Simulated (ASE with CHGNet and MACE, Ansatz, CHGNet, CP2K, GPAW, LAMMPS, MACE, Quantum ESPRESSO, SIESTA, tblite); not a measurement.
# Machine-learned potentials runs on Zn40S29Se11 with crystalline order left by the classical run (80 atoms)

How do the settings of machine-learned potentials change the result for Zn40S29Se11 with crystalline order left by the classical run (80 atoms)? A plane-wave run serves as the yardstick.

Program: ASE with CHGNet and MACE. Level of theory: the method is named at each step. Results are calculated unless marked as measured.

### Step 1. Starting point

The cell holds 80 atoms: 40 Zn, 29 S and 11 Se. Its edges and angles: a = 11.843 Å, b = 11.843 Å, c = 11.843 Å, α = 90.0°, β = 90.0°, γ = 90.0°. 80 atoms (40 Zn, 29 S, 11 Se) placed at random at 4.41 g/cm³, melted at 2500 K for 10 ps at fixed volume with the Stillinger-Weber II-VI potential (Zhou et al., Phys. Rev. B 88, 085309 (2013)). Quenched from 2500 K to 300 K at 4 K/ps and fixed volume, annealed at 800 K for 50 ps, held 5 ps.

The yardstick, on the same geometry:

| Property | Result |
| --- | --- |
| method | Kohn-Sham DFT, PBE, SSSP efficiency 1.3.0 pseudopotentials, plane waves (Quantum ESPRESSO 7.5); sssp-pbe-1.3.0-efficiency, cutoffs 45/360 Ry, Γ point |
| r.m.s. force component | 0.4211 eV/Å |
| longest force | 2.329 eV/Å |
| pressure | 0.934 GPa |
| time | 6 min on 4 MPI ranks of Arm Neoverse V2, shared host |
| CPU time | 24 min |

### Step 2. CHGNet r2SCAN potential

Method: machine-learned interatomic potential CHGNet r2SCAN, trained on r2SCAN plane-wave data.

run.py reads:

```python
import numpy as np
from ase.io import read
import mlip  # loads the published weights by name

atoms = read("structure.xyz")
atoms.calc = mlip.calc("chgnet-r2scan")
energy = atoms.get_potential_energy()
forces = atoms.get_forces()
print(f"energy {energy:.6f} eV")
print("forces (eV/A)")
for i, (a, f) in enumerate(zip(atoms, forces)):
    print(f"{i:4d} {a.symbol:2s} {f[0]:10.5f} {f[1]:10.5f} {f[2]:10.5f}")
stress = -atoms.get_stress(voigt=False) * 160.21766
print("stress (GPa, compression positive)")
for row in stress:
    print(" ".join(f"{x:10.4f}" for x in row))
```

structure.xyz reads:

```xyz
80
Lattice="11.84320 0.00000 0.00000 0.00000 11.84320 0.00000 0.00000 0.00000 11.84320" Properties=species:S:1:pos:R:3 pbc="T T T"
Zn 10.41692 7.23442 5.58738
Zn 2.74644 6.37827 0.92709
Zn 5.37598 9.41937 9.14745
Zn 4.10462 11.42229 0.52098
Zn 11.69090 5.23837 2.45071
Zn 3.66239 8.15878 7.13873
Zn 6.31894 4.33283 1.29766
Zn 3.35032 11.66401 4.99996
Zn 9.57842 2.25684 1.32857
Zn 3.93988 4.98338 9.38751
Zn 1.70400 2.03679 7.73633
Zn 10.53299 3.88256 7.83605
Zn 9.39557 8.93143 8.84036
Zn 6.64451 0.80498 3.35684
Zn 1.09490 0.06561 1.53523
Zn 1.95401 10.36612 9.81576
Zn 11.35656 8.66662 0.37069
Zn 8.47203 3.83637 4.46204
Zn 0.26150 10.50681 6.85899
Zn 1.77459 5.18590 5.79085
Zn 7.44629 2.56405 9.74518
Zn 0.82275 3.41961 11.27887
Zn 6.87521 9.32001 5.65809
Zn 4.97308 0.21495 8.01382
Zn 10.85619 0.37448 9.93692
Zn 11.73981 2.10252 4.77174
Zn 8.26158 10.72828 0.49102
Zn 8.73306 0.57593 6.64996
Zn 3.22076 2.96968 2.81679
Zn 9.93455 10.59493 3.62343
Zn 8.28692 7.41337 2.44207
Zn 3.78864 1.72082 10.98836
Zn 7.20398 5.96803 7.53074
Zn 6.35577 7.16135 10.98658
Zn 5.01133 6.11701 4.24875
Zn 5.26714 3.06016 6.16841
Zn 0.69626 6.91264 9.04714
Zn 4.86732 9.19151 2.51929
Zn 1.54980 8.38996 3.69863
Zn 9.52501 5.59425 11.10489
S 9.04063 1.04161 11.25661
S 10.12866 11.12432 7.98267
S 4.30725 4.96550 2.35372
S 6.81943 1.70151 7.54483
S 6.45348 7.95401 3.68726
S 9.50512 9.27725 1.78430
S 6.57238 4.84221 5.55458
S 2.23079 2.03750 0.87758
S 7.69962 2.73838 2.55564
S 8.03632 11.18685 4.79886
S 1.19214 3.82618 3.86586
S 4.77956 10.19652 6.38017
S 7.64479 6.03150 0.67163
S 10.75351 4.09609 0.54230
S 1.56271 8.97099 8.03549
S 10.66350 7.60630 10.27090
[... 20 atom lines left out ...]
Se 8.47026 7.82385 6.84940
Se 5.46315 3.57878 10.83653
Se 2.72642 10.43658 2.93984
Se 9.74008 5.82851 3.72682
```

Started as:

```bash
$ OMP_NUM_THREADS=1 python run.py > output.txt
```

What it wrote:

```text
CHGNet vr2scan initialized with 412,525 parameters
CHGNet will run on cpu
energy -813.818909 eV
forces (eV/A)
   0 Zn    0.11885    0.23253   -0.17290
   1 Zn    0.14897   -0.10721    0.06557
   2 Zn    0.44229    0.20815    0.71715
   3 Zn    0.89573   -0.19046    0.08284
   4 Zn   -0.13236   -0.07321   -0.02251
   5 Zn   -0.14940    0.19128   -0.17272
   6 Zn   -0.15553   -0.34073   -0.05593
   7 Zn   -0.01636    0.05757   -0.10507
   8 Zn    0.04099   -0.23506   -0.19672
   9 Zn    0.20793    0.06693    0.00412
  10 Zn   -0.04757    0.05573    0.21288
  11 Zn    0.00280   -0.25900   -0.06280
  12 Zn   -0.08060    0.20969   -0.05774
  13 Zn    0.01320   -0.14035   -0.06531
  14 Zn   -0.05480    0.01194   -0.21375
  15 Zn   -0.01380    0.13151    0.07459
  16 Zn   -0.14770    0.14300    0.04512
  17 Zn   -0.01743    0.14140    0.02901
  18 Zn   -0.20440   -0.04889   -0.41090
  19 Zn    0.08859    0.09357   -0.36954
  20 Zn    0.08990   -0.29153    0.01423
  21 Zn   -0.32244   -0.06676   -0.02869
  22 Zn    0.12571    0.04017   -0.36476
  23 Zn    0.45124   -0.03108    0.68803
[...]
72 Se   -0.00078   -0.53282    0.07859
  73 Se   -0.43491   -0.39567   -0.40627
  74 Se    0.36566    0.05627   -0.13437
  75 Se    0.20342    0.15980    0.09275
  76 Se   -0.19754    0.45230    0.12673
  77 Se   -0.33963   -0.25669    0.11430
  78 Se    0.07962    0.12229   -0.19908
  79 Se   -0.07556    0.03059   -0.04088
stress (GPa, compression positive)
   -1.3004     0.2568    -0.3740
    0.2568    -1.2550     0.2443
   -0.3740     0.2443    -1.3341
```

It took 5.3 s on 1 thread of Arm Neoverse V2, shared host; peak memory 0.7 GiB.

Banners, paths, timers and routine set-up lines are dropped from the logs unmarked, and long logs keep their key lines alone; longer cuts are marked.

Against the reference:

- r.m.s. force component: 0.2563 eV/Å
- r.m.s. difference of force components: 244.7 meV/Å
- longest difference of force vectors: 1273 meV/Å
- force difference over r.m.s. force: 58.11 %
- slope of forces against the reference's: 0.5164
- correlation of force components: 0.8484
- pressure: -1.296 GPa
- pressure difference: -2.231 GPa

Length of the force difference by element (eV/Å):

```tsv
element	atoms	mean	most
S	29	0.37	1.3
Se	11	0.39	0.87
Zn	40	0.36	0.78
```

A closer look about Se72, one of the 11 Se atoms: 11 atoms, nearest first, numbered in the order of the input, with positions taken from that point.

```tsv
atom	x	y	z	distance (Å)	bonds	Fx	Fy	Fz (eV/Å)
Se72	0.00	0.00	0.00	0.00	4	-0.06	-0.79	0.50
S62	-0.78	1.67	-1.40	2.32	4	-0.38	0.66	-0.75
Zn34	1.80	-0.76	-1.37	2.39	4	0.31	0.37	-0.10
Zn38	0.31	1.27	2.00	2.39	4	0.55	0.24	-0.03
Zn2	-1.81	-1.55	0.41	2.42	4	0.15	-0.11	0.07
S43	-0.25	-2.96	1.84	3.49	4	-0.03	-0.09	-0.11
Zn4	-0.45	3.50	0.00	3.53	2	0.90	-0.19	0.08
S53	3.09	-1.89	0.16	3.62	4	0.14	0.25	-0.27
Zn3	0.82	1.50	-3.21	3.64	3	0.44	0.21	0.72
S59	1.70	3.05	1.20	3.69	4	-0.60	0.45	0.29
S45	1.90	0.03	3.17	3.69	4	-0.54	0.09	0.33
```

Atoms are counted from 1 here, from 0 in the log.

Forces lie 58 % from the reference's, at 0.0023 times its CPU time (on 1 against 4 cores).

### Step 3. MACE MPA-0 medium potential

Method: machine-learned interatomic potential MACE MPA-0 medium, trained on PBE(+U) plane-wave data.

Changes to run.py since step 2:

```diff
@@ -5,3 +5,3 @@
 atoms = read("structure.xyz")
-atoms.calc = mlip.calc("chgnet-r2scan")
+atoms.calc = mlip.calc("mace-mpa-0-medium")
 energy = atoms.get_potential_energy()
```

structure.xyz is that of step 2.

What it wrote:

```text
energy -258.808892 eV
forces (eV/A)
   0 Zn    0.21479    0.33859   -0.43231
   1 Zn    0.17404   -0.27638    0.19159
   2 Zn    0.51888    0.46342    0.45516
   3 Zn    1.35786    0.01134    0.04515
   4 Zn   -0.06163   -0.24514   -0.10105
   5 Zn   -0.21042    0.20720   -0.20119
   6 Zn   -0.29783   -0.63610    0.12099
   7 Zn   -0.04251    0.05815    0.04955
   8 Zn    0.19985   -0.37970   -0.28749
   9 Zn    0.40806    0.09055    0.07761
  10 Zn   -0.17774    0.23295    0.32479
  11 Zn    0.08381   -0.36339   -0.08989
  12 Zn   -0.12826    0.32462   -0.24294
  13 Zn   -0.00906   -0.48885   -0.06591
  14 Zn   -0.09843   -0.23834   -0.46490
  15 Zn   -0.34088    0.41233   -0.12936
  16 Zn   -0.34118    0.18326    0.08518
  17 Zn    0.01698    0.18667    0.21292
  18 Zn   -0.28129    0.06166   -0.66953
  19 Zn    0.03475    0.08128   -0.68757
  20 Zn   -0.07618   -0.87961    0.09135
  21 Zn   -0.31517   -0.36386   -0.11327
  22 Zn    0.22444    0.01953   -0.48779
  23 Zn    0.70016    0.07476    0.92865
[...]
72 Se   -0.05512   -0.82451    0.09606
  73 Se   -0.78386   -0.44168   -0.32076
  74 Se    0.44693    0.24052   -0.20507
  75 Se    0.05094    0.30373    0.13053
  76 Se   -0.15340    0.97872    0.14258
  77 Se   -0.52955   -0.07509    0.10982
  78 Se    0.16710    0.07379   -0.30248
  79 Se   -0.24926    0.26031    0.07413
stress (GPa, compression positive)
    0.9605     0.7557    -0.8852
    0.7557     0.7452     0.8421
   -0.8852     0.8421     0.8910
```

It took 7.8 s on 1 thread; peak memory 0.87 GiB.

Compared with the plane-wave run:

| Property | Result |
| --- | --- |
| r.m.s. force component | 0.3889 eV/Å |
| r.m.s. difference of force components | 90.22 meV/Å |
| longest difference of force vectors | 603.5 meV/Å |
| force difference over r.m.s. force | 21.43 % |
| slope of forces against the reference's | 0.9035 |
| correlation of force components | 0.9783 |
| pressure | 0.8656 GPa |
| pressure difference | -0.0684 GPa |

Against the first run (58 %), the force difference from the reference is 21 %, at 2.0 times the CPU time.

### Step 4. MACE MP-0b3 medium potential

Method: machine-learned interatomic potential MACE MP-0b3 medium, trained on PBE(+U) plane-wave data.

Changes to run.py since step 3:

```diff
@@ -5,3 +5,3 @@
 atoms = read("structure.xyz")
-atoms.calc = mlip.calc("mace-mpa-0-medium")
+atoms.calc = mlip.calc("mace-mp-0b3-medium")
 energy = atoms.get_potential_energy()
```

structure.xyz is that of step 3.

What it wrote:

```text
energy -258.798306 eV
forces (eV/A)
   0 Zn    0.18887    0.34278   -0.37959
   1 Zn    0.18904   -0.17866    0.10414
   2 Zn    0.42326    0.53294    0.44004
   3 Zn    1.25586    0.04391    0.05107
   4 Zn   -0.13841   -0.22561   -0.08720
   5 Zn   -0.31956    0.33847   -0.28557
   6 Zn   -0.32998   -0.61603    0.04934
   7 Zn   -0.09799    0.10428   -0.07482
   8 Zn    0.09850   -0.37310   -0.31732
   9 Zn    0.35046    0.01874    0.10724
  10 Zn   -0.10804    0.07901    0.39913
  11 Zn    0.12345   -0.39505   -0.08820
  12 Zn   -0.22026    0.39784   -0.12249
  13 Zn   -0.06255   -0.40605   -0.15071
  14 Zn   -0.18391   -0.16016   -0.45283
  15 Zn   -0.18844    0.18301    0.04729
  16 Zn   -0.24151    0.18106    0.11783
  17 Zn   -0.01785    0.28060    0.22598
  18 Zn   -0.28732   -0.04524   -0.63920
  19 Zn    0.09204    0.01212   -0.61126
  20 Zn   -0.22779   -0.79555    0.10956
  21 Zn   -0.32132   -0.30109   -0.13944
  22 Zn    0.18695    0.09121   -0.52393
  23 Zn    0.69020    0.02854    0.89102
[...]
72 Se    0.01539   -0.72002    0.14551
  73 Se   -0.61310   -0.39712   -0.41186
  74 Se    0.48497    0.23042   -0.20655
  75 Se    0.07675    0.27912    0.11422
  76 Se   -0.17203    0.80769    0.17418
  77 Se   -0.36069   -0.01978    0.05879
  78 Se    0.23251    0.01864   -0.16016
  79 Se   -0.22329    0.18845    0.04686
stress (GPa, compression positive)
    0.6292     0.8159    -0.9015
    0.8159     0.4404     0.9022
   -0.9015     0.9022     0.5373
```

Run time: 6.4 s. Hardware: 1 thread; peak memory 0.88 GiB.

Numbers from this run, and their distance from the reference:

```
r.m.s. force component                  : 0.3599 eV/Å
r.m.s. difference of force components   : 113.9 meV/Å
longest difference of force vectors     : 779.1 meV/Å
force difference over r.m.s. force      : 27.05 %
slope of forces against the reference's : 0.8287
correlation of force components         : 0.9696
pressure                                : 0.5356 GPa
pressure difference                     : -0.3984 GPa
```

Against the first run (58 %), the force difference from the reference is 27 %, at 1.9 times the CPU time.

### Step 5. Side by side

Differences are against the plane-wave reference, forces as r.m.s. over components; share is that over the reference's r.m.s. force, slope the least-squares factor from reference forces to these. Total energies of different programs have different zeros and aren't compared.

```tsv
run	Δ force, r.m.s. (meV/Å)	share (%)	slope	Δ pressure (GPa)	cores	CPU time	memory (GiB)
reference	-	-	-	-	4	24 min	4.5
CHGNet r2SCAN potential	245	58.1	0.516	-2.23	1	3.4 s	0.7
MACE MPA-0 medium potential	90.2	21.4	0.903	-0.0684	1	6.6 s	0.87
MACE MP-0b3 medium potential	114	27.0	0.829	-0.398	1	6.4 s	0.88
```

Times of the machine-learned potentials are mostly Python's start and the loading of weights.

CPU time is summed over cores on a shared host, where runs went side by side, so it is rough. Symmetry, cutoffs, thresholds, outputs and thread counts weren't matched or tuned between programs; memory under MPI is the largest rank's times the ranks.

### Step 6. Results

```yaml
nearest_in_forces: MACE MPA-0 medium potential, 21 %
its_cpu_time: 6.6 s
```

Machine-learned potentials differ by 21 % (MACE MPA-0 medium potential) to 58 % (CHGNet r2SCAN potential); they were trained on other programs' data, some at another functional. Among those trained on PBE data the slope goes as low as 0.83. The reference's pressure holds the uncorrected Pulay stress of its 45 Ry basis, so small pressure differences, and their order, may be the reference's own error. Machine-learned potentials mimic data converged in k, so the reference's own k-point error enters their differences. The quench rate of 4 K/ps is many orders above laboratory rates, so the cell is likely richer in defects and strain than a real sample. The network of bonds at the start is that of the classical potential that made the cell, and needn't be the one that DFT or experiment would give. The electronic-structure runs sample only Γ, in a cell whose shortest periodic width is 12 Å.

[Also dropped from logs without a mark: logging warnings of Python, and SIESTA's first energy breakdown and zero terms.]

[Logs are printed without paths, hosts, clocks, repeated set-up lines and the standing remarks that a program may print on its own settings, such as how far it seeks lower states.]

[Hosts, paths, dates, database ids (printed as entryN), source tags and the programs' standing remarks are cut or masked in the printed files.]
